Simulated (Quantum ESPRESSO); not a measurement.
## HfO2 (tetragonal): which axis gives way under pressure?

Cell and atoms of tetragonal HfO2 are relaxed at set pressures, to see how each axis shrinks. The phase is followed to these pressures whether or not it stays the stable one.

Calculated with Quantum ESPRESSO 7.5, PBEsol, PseudoDojo 0.4.1 norm-conserving potentials, cutoff 1170 eV, Fermi–Dirac smearing 0.02 eV, k-mesh 8×8×6, no spin polarisation, no spin-orbit coupling.

Reference cell, relaxed at zero pressure with PBEsol (P4_2/nmc): a = 3.5521 Å, b = 3.5521 Å, c = 5.1490 Å, α = 90.00°, β = 90.00°, γ = 90.00°.

```
atom       x       y       z
  Hf  0.0000  0.0000  0.0000
  Hf  0.5000  0.5000  0.5000
   O  0.0000  0.5000  0.1990
   O  0.0000  0.5000  0.6990
   O  0.5000  0.0000  0.3010
   O  0.5000  0.0000  0.8010
```

```
P (GPa)   a (Å)   c (Å)     c/a
  −3.99  3.5713  5.2059  1.4577
   0.00  3.5521  5.1490  1.4496
   4.99  3.5305  5.0896  1.4416
  14.99  3.4920  4.9972  1.4310
  19.99  3.4748  4.9595  1.4273
  29.98  3.4435  4.8952  1.4215
```

**Question.** Give the linear compressibility of each axis at zero pressure, and the edges at 9.99 GPa, a row left out above.

Least squares with l = l0 + l1 P + l2 P² gives for a: l0 = 3.5525 Å, l1 = −4.469e−3 Å/GPa, l2 = 2.80e−5 Å/GPa², so β = −l1/l0 = 1.258 × 10⁻³ GPa⁻¹ and the withheld edge is 3.5107 Å. The run itself gives 3.5105 Å, so the estimate misses by 0.0002 Å; the fitted rows themselves lie up to 0.0005 Å off the law.

Least squares with l = l0 + l1 P + l2 P² gives for c: l0 = 5.1515 Å, l1 = −1.228e−2 Å/GPa, l2 = 1.26e−4 Å/GPa², so β = −l1/l0 = 2.384 × 10⁻³ GPa⁻¹ and the withheld edge is 5.0414 Å. The run itself gives 5.0399 Å, so the estimate misses by 0.0015 Å; the fitted rows themselves lie up to 0.0037 Å off the law.

The compressibilities add to the volume compressibility, 2β_a + β_c = 4.900 × 10⁻³ GPa⁻¹, or B0 ≈ 204 GPa; a parabola over so wide a range errs a few per cent to the stiff side. The c axis is the softest, 1.9 times as compressible as a.

[Logs are printed without paths, hosts, clocks, repeated set-up lines and the standing remarks that a program may print on its own settings, such as how far it seeks lower states.]
